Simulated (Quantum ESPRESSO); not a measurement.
**Cs2NiO2 with and without spin polarisation**

Wanted: the size of the moments of Cs2NiO2 in the parallel state.

Main program and level: Quantum ESPRESSO 7.5; LDA; plane waves with GBRV 1.5 LDA potentials, no spin-orbit coupling.

**1. The starting structure**

Symmetry: I4/mmm, No. 139, tetragonal system. Conventional cell: a = 4.404 Å, b = 4.404 Å, c = 13.583 Å, α = 90.00°, β = 90.00°, γ = 90.00°. Cs has 5 O at 3.05 to 3.13 Å nearest. Nearest to Ni lie 2 O at 1.69 Å. O has 1 Ni at 1.69 Å and 5 Cs at 3.05 to 3.13 Å nearest. Farther neighbours and most contacts between anions are not listed.

The cell comes from Materials Project 2023-11-01, a database of computed structures, and need not be the stable phase.

**2. Start 1: ferro +**

The signs are those of the starting moments on the seeded atoms, the atoms that are given a moment.

pw.in reads:

```
&CONTROL
  calculation = 'scf'
  prefix = 'pwscf'
  outdir = './tmp'
  pseudo_dir = './pseudo'
  disk_io = 'nowf'
/
&SYSTEM
  ibrav = 0
  celldm(1) = 8
  nat = 5
  ntyp = 3
  ecutwfc = 40
  ecutrho = 280
  nbnd = 34
  occupations = 'smearing'
  smearing = 'fd'
  degauss = 0.00367493
  nspin = 2
  starting_magnetization(1) = 0
  starting_magnetization(2) = 0.1111
  starting_magnetization(3) = 0
/
&ELECTRONS
  conv_thr = 1d-08
  electron_maxstep = 150
  mixing_beta = 0.3
/
ATOMIC_SPECIES
Cs    132.9055 cs_lda_v1.uspp.F.UPF
Ni     58.6934 ni_lda_v1.4.uspp.F.UPF
O      15.9990 o_lda_v1.2.uspp.F.UPF
CELL_PARAMETERS alat
  -0.5201807694634    0.5201807694634    1.6042481186054
   0.5201807694634   -0.5201807694634    1.6042481186054
   0.5201807694634    0.5201807694634   -1.6042481186054
ATOMIC_POSITIONS crystal
Cs      0.3492092100    0.3492092100    0.0000000000
Cs      0.6507907900    0.6507907900    0.0000000000
Ni      0.0000000000    0.0000000000    0.0000000000
O       0.1243453400    0.1243453400    0.0000000000
O       0.8756546600    0.8756546600    0.0000000000
K_POINTS automatic
8 8 8 0 0 0
```

On the command line:

```sh
$ OMP_NUM_THREADS=1 mpirun -n 4 pw.x -nk 4 -in pw.in > pw.out
```

The log of the run:

```text
Program PWSCF v.7.5 starts

     Message from routine setup:
     using ibrav=0 with symmetry is DISCOURAGED, use correct ibrav instead

     K-points division:     npool     =       4
     Subspace diagonalization in iterative solution of the eigenvalue problem:

     G-vector sticks info
     --------------------
     sticks:   dense  smooth     PW     G-vecs:    dense   smooth      PW
     Sum        3367    1921    651                70221    30367    6079

     Using Slab Decomposition

     bravais-lattice index     =            0
     lattice parameter (alat)  =       8.0000  a.u.
     unit-cell volume          =     889.0170 (a.u.)^3
     number of atoms/cell      =            5
     number of atomic types    =            3
     number of electrons       =        48.00
     number of Kohn-Sham states=           34
     kinetic-energy cutoff     =      40.0000  Ry
     charge density cutoff     =     280.0000  Ry
     scf convergence threshold =      1.0E-08
     mixing beta               =       0.3000
     number of iterations used =            8  plain     mixing
     Exchange-correlation= SLA  PZ   NOGX NOGC
                           (   1   1   0   0   0   0   0)

     celldm(1)=   8.000000  celldm(2)=   0.000000  celldm(3)=   0.000000
     celldm(4)=   0.000000  celldm(5)=   0.000000  celldm(6)=   0.000000

     crystal axes: (cart. coord. in units of alat)
               a(1) = (  -0.520181   0.520181   1.604248 )
               a(2) = (   0.520181  -0.520181   1.604248 )
               a(3) = (   0.520181   0.520181  -1.604248 )

     reciprocal axes: (cart. coord. in units 2 pi/alat)
               b(1) = (  0.000000  0.961204  0.311672 )
               b(2) = (  0.961204  0.000000  0.311672 )
               b(3) = (  0.961204  0.961204  0.000000 )

     PseudoPot. # 1 for Cs read from file:
     cs_lda_v1.uspp.F.UPF
     Pseudo is Ultrasoft + core correction, Zval =  9.0
     Generated by new atomic code, or converted to UPF format
     Using radial grid of  905 points,  6 beta functions with:
                l(1) =   0
                l(2) =   0
                l(3) =   1
                l(4) =   1
                l(5) =   2
                l(6) =   2
     Q(r) pseudized with  6 coefficients,  rinner =    1.500   1.500   1.500
                                                       1.500   1.500

     PseudoPot. # 2 for Ni read from file:
     ni_lda_v1.4.uspp.F.UPF
     Pseudo is Ultrasoft + core correction, Zval = 18.0
     Generated by new atomic code, or converted to UPF format
     Using radial grid of  865 points,  6 beta functions with:
                l(1) =   0
                l(2) =   0
                l(3) =   1
                l(4) =   1
                l(5) =   2
                l(6) =   2
     Q(r) pseudized with 10 coefficients,  rinner =    0.980   0.980   0.980
                                                       0.980   0.980

     PseudoPot. # 3 for O  read from file:
     o_lda_v1.2.uspp.F.UPF
     Pseudo is Ultrasoft + core correction, Zval =  6.0
     Generated by new atomic code, or converted to UPF format
     Using radial grid of  737 points,  5 beta functions with:
                l(1) =   0
                l(2) =   0
                l(3) =   1
                l(4) =   1
                l(5) =   2
     Q(r) pseudized with  8 coefficients,  rinner =    0.900   0.900   0.900
                                                       0.900   0.900

     atomic species   valence    mass     pseudopotential
     Cs                9.00   132.90550     Cs( 1.00)
     Ni               18.00    58.69340     Ni( 1.00)
     O                 6.00    15.99900     O ( 1.00)

     Starting magnetic structure
     atomic species   magnetization
     Cs              0.000
     Ni              0.111
     O               0.000

     16 Sym. Ops., with inversion, found

   Cartesian axes

     site n.     atom                  positions (alat units)
         1        Cs     tau(   1) = (  -0.0000000  -0.0000000   1.1204364  )
         2        Cs     tau(   2) = (   0.0000000   0.0000000   2.0880598  )
         3        Ni     tau(   3) = (   0.0000000   0.0000000   0.0000000  )
         4        O      tau(   4) = (  -0.0000000  -0.0000000   0.3989616  )
         5        O      tau(   5) = (   0.0000000   0.0000000   2.8095347  )

     number of k points=    59  Fermi-Dirac smearing, width (Ry)=  0.0037
                       cart. coord. in units 2pi/alat
        k(    1) = (   0.0000000   0.0000000   0.0000000), wk =   0.0019531
        k(    2) = (   0.1201505   0.1201505   0.0000000), wk =   0.0078125
        k(    3) = (   0.2403011   0.2403011   0.0000000), wk =   0.0078125
        k(    4) = (   0.3604516   0.3604516   0.0000000), wk =   0.0078125
        k(    5) = (  -0.4806022  -0.4806022   0.0000000), wk =   0.0039062
        [... 54 further k-points ...]

     Dense  grid:    70221 G-vectors     FFT dimensions: (  75,  75,  75)

     Smooth grid:    30367 G-vectors     FFT dimensions: (  60,  60,  60)

     Check: negative core charge=   -0.000003
     Generating pointlists ...
     new r_m :   0.2976 (alat units)  2.3809 (a.u.) for type    1
     new r_m :   0.1646 (alat units)  1.3166 (a.u.) for type    2
     new r_m :   0.1646 (alat units)  1.3166 (a.u.) for type    3

     Initial potential from superposition of free atoms

     starting charge      45.9363, renormalised to      48.0000
     Starting wfcs are   47 randomized atomic wfcs

     Self-consistent Calculation

     iteration #  1     ecut=    40.00 Ry     beta= 0.30
     Davidson diagonalization with overlap
     ethr =  1.00E-02,  avg # of iterations =  3.4

     total energy              =    -527.79524946 Ry
     estimated scf accuracy    <      17.13379179 Ry

     total magnetization       =     1.68 Bohr mag/cell
     absolute magnetization    =     1.95 Bohr mag/cell

     iteration #  2     ecut=    40.00 Ry     beta= 0.30
     Davidson diagonalization with overlap
     ethr =  1.00E-02,  avg # of iterations =  3.0

     total energy              =    -533.54885575 Ry
     estimated scf accuracy    <      14.57729348 Ry

     total magnetization       =     0.16 Bohr mag/cell
     absolute magnetization    =     0.20 Bohr mag/cell

     iteration #  3     ecut=    40.00 Ry     beta= 0.30
     Davidson diagonalization with overlap
     ethr =  1.00E-02,  avg # of iterations =  2.0

     total energy              =    -533.60133338 Ry
     estimated scf accuracy    <       2.81080861 Ry

     total magnetization       =     0.93 Bohr mag/cell
     absolute magnetization    =     1.03 Bohr mag/cell

     [... further iterations left out ...]

     iteration # 12     ecut=    40.00 Ry     beta= 0.30
     Davidson diagonalization with overlap
     ethr =  5.30E-08,  avg # of iterations =  2.0

     total energy              =    -533.94299587 Ry
     estimated scf accuracy    <       0.00000062 Ry

     total magnetization       =     2.00 Bohr mag/cell
     absolute magnetization    =     2.27 Bohr mag/cell

     iteration # 13     ecut=    40.00 Ry     beta= 0.30
     Davidson diagonalization with overlap
     ethr =  1.28E-09,  avg # of iterations =  5.8

     total energy              =    -533.94299684 Ry
     estimated scf accuracy    <       0.00000010 Ry

     total magnetization       =     2.00 Bohr mag/cell
     absolute magnetization    =     2.27 Bohr mag/cell

     iteration # 14     ecut=    40.00 Ry     beta= 0.30
     Davidson diagonalization with overlap
     ethr =  2.13E-10,  avg # of iterations =  3.8

     total energy              =    -533.94299689 Ry
     estimated scf accuracy    <       0.00000003 Ry

     total magnetization       =     2.00 Bohr mag/cell
     absolute magnetization    =     2.27 Bohr mag/cell

     iteration # 15     ecut=    40.00 Ry     beta= 0.30
     Davidson diagonalization with overlap
     ethr =  7.19E-11,  avg # of iterations =  2.5

     Magnetic moment per site  (integrated on atomic sphere of radius R)
     atom   1 (R=0.298)  charge=  6.6093  magn=  0.0036
     atom   2 (R=0.298)  charge=  6.6093  magn=  0.0036
     atom   3 (R=0.165)  charge= 14.5010  magn=  1.1683
     atom   4 (R=0.165)  charge=  4.5658  magn=  0.3219
     atom   5 (R=0.165)  charge=  4.5658  magn=  0.3219

     End of self-consistent calculation

     Number of k-points >= 100: set verbosity='high' to print the bands.

     the Fermi energy is     5.5598 ev

!    total energy              =    -533.94299690 Ry
     estimated scf accuracy    <          4.1E-09 Ry
     smearing contrib. (-TS)   =      -0.00000230 Ry
     internal energy E=F+TS    =    -533.94299460 Ry

     The total energy is F=E-TS. E is the sum of the following terms:
     one-electron contribution =    -433.08168875 Ry
     hartree contribution      =     234.53390360 Ry
     xc contribution           =    -109.53503545 Ry
     ewald contribution        =    -225.86017401 Ry

     total magnetization       =     2.00 Bohr mag/cell
     absolute magnetization    =     2.27 Bohr mag/cell

     convergence has been achieved in  15 iterations

=------------------------------------------------------------------------------=
   JOB DONE.
=------------------------------------------------------------------------------=
```

Run time: 1.9 min. Hardware: 4 MPI ranks of Intel Xeon 6975P-C (Granite Rapids), shared host; peak memory 0.84 GiB.

Spin moment in the atom's sphere by atom:

```
atom  spin moment in the atom's sphere (μB)
 Cs1                                   0.00
 Cs2                                   0.00
 Ni3                                   1.17
  O4                                   0.32
  O5                                   0.32
```

This step gave:

| Quantity | Value |
| --- | --- |
| smearing term TS | 3.12e-5 eV |
| magnetization | 2 μB |
| absolute magnetization | 2.274 μB |
| final state | ferromagnetic |

Spin density in the ac plane of the conventional cell at fractional y = 0.000, with atoms of Cs and Ni and O within 0.2 Å of it.

Ten even steps from '0' (0.0 e/Å³) to '9' (2.9 e/Å³), each cell a mean:
```
62000000000005
00000000000000
11000000000001
00000000000000
00000000000000
00000000000000
00000000000000
00000000000000
00000000000000
00000000000000
00000000000000
00000000000000
00000000000000
00000000000000
00000000000000
00000000000000
00000000000000
00000000000000
00000000000000
00000000000000
11000000000001
00000000000000
00000000000000
92000000000006
```
Columns run along a (4.4 Å), rows up along c (13.6 Å), edges of the conventional cell, whose origin can differ from the input's. Atoms in or near the plane, at fractional coordinates: Cs at (0.00, 0.35), Cs at (0.00, 0.65), Ni at (0.00, 0.00), O at (0.00, 0.12), O at (0.00, 0.88).

Valence density in the ac plane of the conventional cell at fractional y = 0.000, with atoms of Cs and Ni and O within 0.2 Å of it. It is the smooth field of the valence electrons, not physical close to the nuclei.

Ten steps, logarithmic in the rise over the least value, from '0' (0 e/Å³) to '9' (30 e/Å³), each cell a mean:
```
97310000000258
43210000000123
65310000000246
54210000000135
21000000000011
00000000000000
22110000000122
22321000001232
22321000001322
33210000001223
11000000000011
00000000000000
00000000000000
21100000000112
23210000001232
32321000001322
23210000001232
21100000000011
00000000000000
32100000000012
65310000000246
64210000000135
43210000000124
98410000000269
```
Columns run along a (4.4 Å), rows up along c (13.6 Å), edges of the conventional cell, whose origin can differ from the input's. Atoms in or near the plane, at fractional coordinates: Cs at (0.00, 0.35), Cs at (0.00, 0.65), Ni at (0.00, 0.00), O at (0.00, 0.12), O at (0.00, 0.88).

(Part 1 of 2 ends here.)

[Logs and program files are shortened in this print: banners, set-up blocks, solver, clock and traceback lines can be left out without a mark of their own.]

[Logs are printed without paths, hosts, clocks, repeated set-up lines and the standing remarks that a program may print on its own settings, such as how far it seeks lower states.]

[Hosts, paths, dates, database ids (printed as entryN), source tags and the programs' standing remarks are cut or masked in the printed files.]

[Where a cell is said to come from a database of computed structures, the database is the Materials Project.]
